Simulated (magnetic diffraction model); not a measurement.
# Solving a magnetic structure from powder neutron data: CeZr3

Space group Pm-3m (no. 221), a = 4.4020 Å.

| site | atom | x | y | z |
| --- | --- | --- | --- | --- |
| 1a | Ce | 0 | 0 | 0 |
| 3c | Zr | 1/2 | 1/2 | 0 |

This is a made-up structure (elements placed in a structure type, unrelaxed), so the numbers test the method and describe no known phase.

Only Ce is taken to order (form factors of Ce3+); orders and moment sizes are assumed, and not adapted to the symmetry. Radiation: neutrons of λ = 2.0775 Å, 3° to 100°; isotropic B of 0.23 Å² (Ce) and 0.28 Å² (Zr). Simulated constant-wavelength pattern: nuclear and magnetic terms add, the magnetic one as |2.695 fm × Σ f S⊥ exp(2πi Q·r) exp(−B s²)|², summed over all Q at one angle with the factor 1/(sin²θ cos θ). For a modulated order the moment at position r is S exp(−2πi k·r) + c.c., with S = m/2 for a sine wave of amplitude m and S = m(u + iv)/2 for moments turning in a plane, u and v being orthogonal unit vectors in it; the phase factor of the sum at Q = H + k is then exp(2πi H·r). Free-ion form factors, Sears's scattering lengths of 1992, no absorption; a label names one of the reflections at its angle. The strongest nuclear line in the range is 100, and lines under 0.2 are left out.

Above the ordering temperature:

```csv
2θ (°),index,I
27.30,(1 0 0),1.7
38.99,(1 1 0),1.7
48.25,(1 1 1),100.0
56.32,(2 0 0),57.8
63.69,(2 1 0),1.5
70.62,(2 1 1),1.2
83.74,(2 2 0),66.6
90.13,(3 0 0),1.2
96.53,(3 1 0),0.9
```

Below it (cell unchanged):

```tsv
2θ (°)	I
5.41	16.5
21.76	1.0
27.30	1.7
27.85	3.5
32.90	0.4
35.18	1.9
38.99	1.7
39.39	1.6
43.26	1.1
45.09	1.1
48.25	100.0
51.91	0.8
56.32	57.8
56.63	0.7
58.14	0.5
61.10	0.6
63.69	1.5
63.98	1.1
65.39	0.4
66.79	0.5
68.17	0.9
69.54	0.3
70.62	1.2
73.57	0.7
76.22	0.3
78.83	0.3
83.74	66.6
84.00	0.3
85.28	0.5
87.83	0.3
89.11	0.4
90.13	1.2
90.39	0.2
92.94	0.2
94.22	0.2
95.50	0.5
```
(The table stops after 36 lines; 2 more lie at higher angle.)

**Question.** Check that the new lines index with k = (0 1/5 0), then choose among these models:
A. moments turning in the plane of [010] and [100], 1.9 μB on Ce
B. a sine wave with moments along [001] (amplitudes given), 1.9 μB on Ce
C. moments turning in the plane of [010] and [001], 1.9 μB on Ce
D. a sine wave with moments along [100] (amplitudes given), 1.9 μB on Ce

The new lines index as (0 1/5 0) at 5.41°, (0 4/5 0) at 21.76°, (1 1/5 0) at 27.85° and (0 6/5 0) at 32.90°, that is as H ± k with k = (0 1/5 0), one of 3 inequivalent arms of its star (k and −k counted as one), which a powder can't tell apart. Satellites come in pairs about each point of the reciprocal lattice.

Magnetic intensity, observed (below minus above) and for each model:

| 2θ (°) | index | observed | A | B | C | D |
| --- | --- | --- | --- | --- | --- | --- |
| 27.85 | (1 1/5 0) | 3.5 | 3.5 | 1.2 | 3.5 | 1.2 |
| 35.18 | (1 4/5 0) | 1.9 | 1.9 | 1.0 | 1.9 | 1.0 |
| 39.39 | (1 1/5 1) | 1.6 | 1.6 | 0.6 | 1.6 | 0.6 |
| 45.09 | (1 4/5 1) | 1.1 | 1.1 | 0.5 | 1.1 | 0.5 |
| 56.63 | (0 1/5 2) | 0.7 | 0.7 | 0.2 | 0.7 | 0.2 |
| 63.98 | (2 1/5 1) | 1.1 | 1.1 | 0.4 | 1.1 | 0.4 |
| 68.17 | (2 4/5 1) | 0.9 | 0.9 | 0.3 | 0.9 | 0.3 |
| 73.57 | (2 6/5 1) | 0.7 | 0.7 | 0.3 | 0.7 | 0.3 |

Models A and C match alike on every line, so these data can't choose among them (such ties are often domains of one structure).

The structure used: k = (0 1/5 0), moments turning in the plane of [010] and [100], 1.9 μB on Ce.

[Logs are printed without paths, hosts, clocks, repeated set-up lines and the standing remarks that a program may print on its own settings, such as how far it seeks lower states.]
